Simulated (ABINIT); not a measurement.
## BP (F-43m): making up for missing bands

Wanted: gap and time of BP (F-43m) with truncated and completed band sums.

Method: PBE and many-body steps on it, plane waves, in ABINIT 10.8.3.

Report form: inputs, costs, results and the conclusion, without the logs.

### Step 1. The starting structure

The structure is cubic, space group F-43m (No. 216). The conventional cell has a = 4.538 Å, b = 4.538 Å, c = 4.538 Å, α = 90.00°, β = 90.00°, γ = 90.00°. Nearest to B lie 4 P at 1.97 Å. P has 4 B at 1.97 Å nearest. Farther neighbours, and contacts between anions beyond the nearest, are not listed.

The cell and positions come from the Crystallography Open Database and are kept as given unless a step says otherwise.

### Step 2. Empty states on the mesh, 6×6×6 mesh, 109 bands

This step: ABINIT 10.8.3; DFT, PBE, plane waves, norm-conserving pseudopotentials.

The sums over transitions need many empty states on a uniform mesh; this step solves for them.

Contents of run.abi:

```
acell 3*1.0 Angstrom
rprim 
  0.000000000000 2.269000000000 2.269000000000
  2.269000000000 0.000000000000 2.269000000000
  2.269000000000 2.269000000000 0.000000000000
ntypat 2
znucl 5 15
natom 2
typat 1 2
xred 
  0.000000000000 0.000000000000 0.000000000000
  0.250000000000 0.250000000000 0.250000000000
pp_dirpath "pseudos"
pseudos "B.upf, P.upf"
ecut 34
ngkpt 6 6 6
nshiftk 1
shiftk 0 0 0
kptopt 1
chksymbreak 0
irdden 1
istwfk *1
nband 109
prtvol 0
optdriver 6
gwr_task "HDIAGO"
paral_kgb 0
occopt 1
indata_prefix "in"
outdata_prefix "out"
tmpdata_prefix "tmp"
```

Started as:

```console
> OMP_NUM_THREADS=1 mpirun -n 8 abinit run.abi > log
```

Wall time 8 s (8 MPI ranks of Arm Neoverse V2, shared host); peak memory 1.4 GiB; 63 s of CPU time.

Numbers from this step:

```yaml
gap: 1.347 eV
k_of_the_valence_top: 0, 0, 0
k_of_the_conduction_bottom: 0.5, 0.5, 0
least_direct_gap: 3.407 eV
k_points_computed: 16
lowest_point_of_the_top_converged_band_above_the_valence_top: 131.7203 eV
```

On this mesh the gap is 1.347 eV.

The density comes from a self-consistent run that is not shown.

### Step 3. Screening, 6×6×6 mesh, 101 bands, screening to 228.6 eV

The RPA dielectric matrix is built and inverted for each q.

This step: RPA screening on PBE, plane waves, norm-conserving pseudopotentials.

run.abi, as its differences from that of step 2:

```diff
@@ -20,10 +20,11 @@
 chksymbreak 0
-irdden 1
 istwfk *1
-nband 109
-prtvol 0
-optdriver 6
-gwr_task "HDIAGO"
-paral_kgb 0
 occopt 1
+irdwfk 1
+optdriver 3
+nband 101
+ecuteps 8.4
+inclvkb 2
+awtr 1
+symchi 1
 indata_prefix "in"
```

Run time: 20 s. Hardware: 8 MPI ranks; peak memory 1.1 GiB.

Numbers from this step:

```yaml
eps_infinity_with_local_fields_on_this_mesh: 9.737
eps_infinity_without_local_fields_on_this_mesh: 10.65
plasma_frequency: 21.73 eV
plane_waves_in_the_screening_matrix: 169
```

Local fields lower ε∞ by 9 %.

### Step 4. 101 bands

The self-energy is evaluated for the states that the input lists, and the quasiparticle equation is solved.

This step: G0W0 on PBE, plane waves, norm-conserving pseudopotentials.

run.abi, as its differences from that of step 3:

```diff
@@ -23,8 +23,17 @@
 irdwfk 1
-optdriver 3
+optdriver 4
 nband 101
+gwcalctyp 0
+ecutsigx 34
+symsigma 1
+nkptgw 2
+kptgw 
+  0.0000000000 0.0000000000 0.0000000000
+  0.5000000000 0.5000000000 0.0000000000
+bdgw 
+  2 7
+  3 6
 ecuteps 8.4
-inclvkb 2
-awtr 1
-symchi 1
+irdscr 1
+ppmodel 1
 indata_prefix "in"
```

The job ended after 5.3 s (8 MPI ranks; peak memory 1.1 GiB; 41 s of CPU time).

Numbers from this step:

* G0W0 gap on the mesh: 2.051 eV
* starting gap on the mesh: 1.347 eV
* k of the valence top: 0, 0, 0
* k of the conduction bottom: 0.5, 0.5, 0
* Z at the valence top: 0.792
* Z at the conduction bottom: 0.805
* least direct G0W0 gap on the computed points: 4.274 eV

The gap on the mesh goes from 1.35 eV to 2.05 eV, a correction of +0.70 eV.

### Step 5. Screening, 6×6×6 mesh, 12 bands, screening to 228.6 eV

This step: RPA screening on PBE, plane waves, norm-conserving pseudopotentials.

run.abi, as its differences from that of step 4:

```diff
@@ -23,17 +23,8 @@
 irdwfk 1
-optdriver 4
-nband 101
-gwcalctyp 0
-ecutsigx 34
-symsigma 1
-nkptgw 2
-kptgw 
-  0.0000000000 0.0000000000 0.0000000000
-  0.5000000000 0.5000000000 0.0000000000
-bdgw 
-  2 7
-  3 6
+optdriver 3
+nband 12
 ecuteps 8.4
-irdscr 1
-ppmodel 1
+inclvkb 2
+awtr 1
+symchi 1
 indata_prefix "in"
```

Wall time 3.1 s (8 MPI ranks); peak memory 0.74 GiB; 24 s of CPU time.

This step gave:

```
ε∞ with local fields, on this mesh    : 9.659
ε∞ without local fields, on this mesh : 10.62
plasma frequency                      : 21.73 eV
plane waves in the screening matrix   : 169
```

### Step 6. 12 bands

This step: G0W0 on PBE, plane waves, norm-conserving pseudopotentials.

run.abi, as its differences from that of step 5:

```diff
@@ -23,8 +23,17 @@
 irdwfk 1
-optdriver 3
+optdriver 4
 nband 12
+gwcalctyp 0
+ecutsigx 34
+symsigma 1
+nkptgw 2
+kptgw 
+  0.0000000000 0.0000000000 0.0000000000
+  0.5000000000 0.5000000000 0.0000000000
+bdgw 
+  2 7
+  3 6
 ecuteps 8.4
-inclvkb 2
-awtr 1
-symchi 1
+irdscr 1
+ppmodel 1
 indata_prefix "in"
```

Started as:

```console
> OMP_NUM_THREADS=1 mpirun -n 6 abinit run.abi > log
```

Run time: 2.4 s. Hardware: 6 MPI ranks; peak memory 0.14 GiB.

Read from the output:

| Property | Result |
| --- | --- |
| G0W0 gap on the mesh | 1.963 eV |
| starting gap on the mesh | 1.347 eV |
| k of the valence top | 0, 0, 0 |
| k of the conduction bottom | 0.5, 0.5, 0 |
| Z at the valence top | 0.804 |
| Z at the conduction bottom | 0.816 |
| least direct G0W0 gap on the computed points | 4.377 eV |

Against G0W0 in ABINIT (6×6×6 mesh, 101 bands, screening to 228.6 eV, Godby-Needs plasmon pole), the gap moves by −0.088 eV.

### Step 7. Screening, 6×6×6 mesh, 12 bands, screening to 228.6 eV

This step: RPA screening on PBE, plane waves, norm-conserving pseudopotentials.

run.abi, as its differences from that of step 6:

```diff
@@ -23,17 +23,10 @@
 irdwfk 1
-optdriver 4
+optdriver 3
 nband 12
-gwcalctyp 0
-ecutsigx 34
-symsigma 1
-nkptgw 2
-kptgw 
-  0.0000000000 0.0000000000 0.0000000000
-  0.5000000000 0.5000000000 0.0000000000
-bdgw 
-  2 7
-  3 6
 ecuteps 8.4
-irdscr 1
-ppmodel 1
+inclvkb 2
+awtr 1
+symchi 1
+gwcomp 1
+gwencomp 3
 indata_prefix "in"
```

Started as:

```console
> OMP_NUM_THREADS=1 mpirun -n 8 abinit run.abi > log
```

Wall time 11 s (8 MPI ranks); peak memory 0.78 GiB.

Numbers from this step:

| Quantity | Value |
| --- | --- |
| ε∞ with local fields, on this mesh | 9.710 |
| ε∞ without local fields, on this mesh | 10.62 |
| plasma frequency | 21.73 eV |
| plane waves in the screening matrix | 169 |

### Step 8. 12 bands, completed

This step: G0W0 on PBE, plane waves, norm-conserving pseudopotentials.

run.abi, as its differences from that of step 7:

```diff
@@ -23,8 +23,17 @@
 irdwfk 1
-optdriver 3
+optdriver 4
 nband 12
+gwcalctyp 0
+ecutsigx 34
+symsigma 1
+nkptgw 2
+kptgw 
+  0.0000000000 0.0000000000 0.0000000000
+  0.5000000000 0.5000000000 0.0000000000
+bdgw 
+  2 7
+  3 6
 ecuteps 8.4
-inclvkb 2
-awtr 1
-symchi 1
+irdscr 1
+ppmodel 1
 gwcomp 1
```

Started as:

```console
> OMP_NUM_THREADS=1 mpirun -n 6 abinit run.abi > log
```

It took 2.5 s on 6 MPI ranks; peak memory 0.14 GiB; 14 s of CPU time.

Numbers from this step:

```yaml
g0w0_gap_on_the_mesh: 2.068 eV
starting_gap_on_the_mesh: 1.347 eV
k_of_the_valence_top: 0, 0, 0
k_of_the_conduction_bottom: 0.5, 0.5, 0
least_direct_g0w0_gap_on_the_computed_points: 4.379 eV
```

Against G0W0 in ABINIT (6×6×6 mesh, 101 bands, screening to 228.6 eV, Godby-Needs plasmon pole), the gap moves by +0.017 eV.

### Step 9. Screening, 6×6×6 mesh, 38 bands, screening to 228.6 eV

This step: RPA screening on PBE, plane waves, norm-conserving pseudopotentials.

run.abi, as its differences from that of step 8:

```diff
@@ -23,19 +23,8 @@
 irdwfk 1
-optdriver 4
-nband 12
-gwcalctyp 0
-ecutsigx 34
-symsigma 1
-nkptgw 2
-kptgw 
-  0.0000000000 0.0000000000 0.0000000000
-  0.5000000000 0.5000000000 0.0000000000
-bdgw 
-  2 7
-  3 6
+optdriver 3
+nband 38
 ecuteps 8.4
-irdscr 1
-ppmodel 1
-gwcomp 1
-gwencomp 3
+inclvkb 2
+awtr 1
+symchi 1
 indata_prefix "in"
```

Started as:

```console
> OMP_NUM_THREADS=1 mpirun -n 8 abinit run.abi > log
```

The job ended after 8.4 s (8 MPI ranks; peak memory 0.84 GiB).

Numbers from this step:

* ε∞ with local fields, on this mesh: 9.721
* ε∞ without local fields, on this mesh: 10.65
* plasma frequency: 21.73 eV
* plane waves in the screening matrix: 169

### Step 10. 38 bands

This step: G0W0 on PBE, plane waves, norm-conserving pseudopotentials.

run.abi, as its differences from that of step 9:

```diff
@@ -23,8 +23,17 @@
 irdwfk 1
-optdriver 3
+optdriver 4
 nband 38
+gwcalctyp 0
+ecutsigx 34
+symsigma 1
+nkptgw 2
+kptgw 
+  0.0000000000 0.0000000000 0.0000000000
+  0.5000000000 0.5000000000 0.0000000000
+bdgw 
+  2 7
+  3 6
 ecuteps 8.4
-inclvkb 2
-awtr 1
-symchi 1
+irdscr 1
+ppmodel 1
 indata_prefix "in"
```

It took 3.1 s on 8 MPI ranks; peak memory 0.99 GiB.

Numbers from this step:

- G0W0 gap on the mesh: 1.983 eV
- starting gap on the mesh: 1.347 eV
- k of the valence top: 0, 0, 0
- k of the conduction bottom: 0.5, 0.5, 0
- least direct G0W0 gap on the computed points: 4.253 eV

Against G0W0 in ABINIT (6×6×6 mesh, 101 bands, screening to 228.6 eV, Godby-Needs plasmon pole), the gap moves by −0.068 eV.

### Step 11. Screening, 6×6×6 mesh, 38 bands, screening to 228.6 eV

This step: RPA screening on PBE, plane waves, norm-conserving pseudopotentials.

run.abi, as its differences from that of step 10:

```diff
@@ -23,17 +23,10 @@
 irdwfk 1
-optdriver 4
+optdriver 3
 nband 38
-gwcalctyp 0
-ecutsigx 34
-symsigma 1
-nkptgw 2
-kptgw 
-  0.0000000000 0.0000000000 0.0000000000
-  0.5000000000 0.5000000000 0.0000000000
-bdgw 
-  2 7
-  3 6
 ecuteps 8.4
-irdscr 1
-ppmodel 1
+inclvkb 2
+awtr 1
+symchi 1
+gwcomp 1
+gwencomp 2
 indata_prefix "in"
```

It took 13 s on 8 MPI ranks; peak memory 0.88 GiB; 1.7 min of CPU time.

Read from the output:

```
ε∞ with local fields, on this mesh    : 9.736
ε∞ without local fields, on this mesh : 10.65
plasma frequency                      : 21.73 eV
plane waves in the screening matrix   : 169
```

### Step 12. 38 bands, completed

This step: G0W0 on PBE, plane waves, norm-conserving pseudopotentials.

run.abi, as its differences from that of step 11:

```diff
@@ -23,8 +23,17 @@
 irdwfk 1
-optdriver 3
+optdriver 4
 nband 38
+gwcalctyp 0
+ecutsigx 34
+symsigma 1
+nkptgw 2
+kptgw 
+  0.0000000000 0.0000000000 0.0000000000
+  0.5000000000 0.5000000000 0.0000000000
+bdgw 
+  2 7
+  3 6
 ecuteps 8.4
-inclvkb 2
-awtr 1
-symchi 1
+irdscr 1
+ppmodel 1
 gwcomp 1
```

Wall time 3.3 s (8 MPI ranks); peak memory 1 GiB.

Numbers from this step:

* G0W0 gap on the mesh: 2.071 eV
* starting gap on the mesh: 1.347 eV
* k of the valence top: 0, 0, 0
* k of the conduction bottom: 0.5, 0.5, 0
* least direct G0W0 gap on the computed points: 4.284 eV

Against G0W0 in ABINIT (6×6×6 mesh, 101 bands, screening to 228.6 eV, Godby-Needs plasmon pole), the gap moves by +0.020 eV.

### Step 13. Side by side

Times are wall times on the hardware named with each run, good to a factor of about two. A run's time includes the screening step that it read.

```csv
run,mesh,bands,screening cutoff (eV),DFT gap (eV),gap on the mesh (eV),direct (eV),ε∞ used,time
101 bands,6×6×6,101,228.6,1.347,2.051,4.274,9.74,25 s
12 bands,6×6×6,12,228.6,1.347,1.963,4.377,9.66,5.5 s
"12 bands, completed",6×6×6,12,228.6,1.347,2.068,4.379,9.71,13 s
38 bands,6×6×6,38,228.6,1.347,1.983,4.253,9.72,12 s
"38 bands, completed",6×6×6,38,228.6,1.347,2.071,4.284,9.74,16 s
```

### Step 14. Summary of results

| Property | Result |
| --- | --- |
| 101 bands | 2.051 eV |
| 12 bands | 1.963 eV |
| 12 bands, completed | 2.068 eV |
| 38 bands | 1.983 eV |
| 38 bands, completed | 2.071 eV |

12 bands: −0.088 eV against 101 bands. 12 bands, completed: +0.017 eV against 101 bands. 38 bands: −0.068 eV against 101 bands. 38 bands, completed: +0.020 eV against 101 bands. The row with most bands is itself short of the limit, so it is no exact reference, and agreement of a truncated run with it can be a cancellation between the edges.

[Long decimals in the printed logs are rounded to 6 places.]

[Logs are printed without paths, hosts, clocks, repeated set-up lines and the standing remarks that a program may print on its own settings, such as how far it seeks lower states.]

[Paths, hosts, dates, memory and timing lines, banners, echoed tables and standing remarks are left out of the program output; an Ansatz launch command may be rebuilt from the run's recorded settings. Measured values are a selection of at most five: reports struck by readers or far from the other reports are left out. None is set beside runs whose start may be inverted or whose files or cutoffs have a known fault.]

[Runs of the session that timed out or met a known fault of the program may be left out.]

[Hosts, paths, dates, database ids (printed as entryN), source tags and the programs' standing remarks are cut or masked in the printed files.]

[G0W0 gaps are taken among the corrected bands and points alone; a level outside them can change the order at an edge.]

[Where Ansatz stands beside ABINIT at settings called matched, ABINIT's density can come from a denser mesh and the files from another edition; pairs whose starting gaps differed by over 0.03 eV were left out, so agreement reads better than it is.]
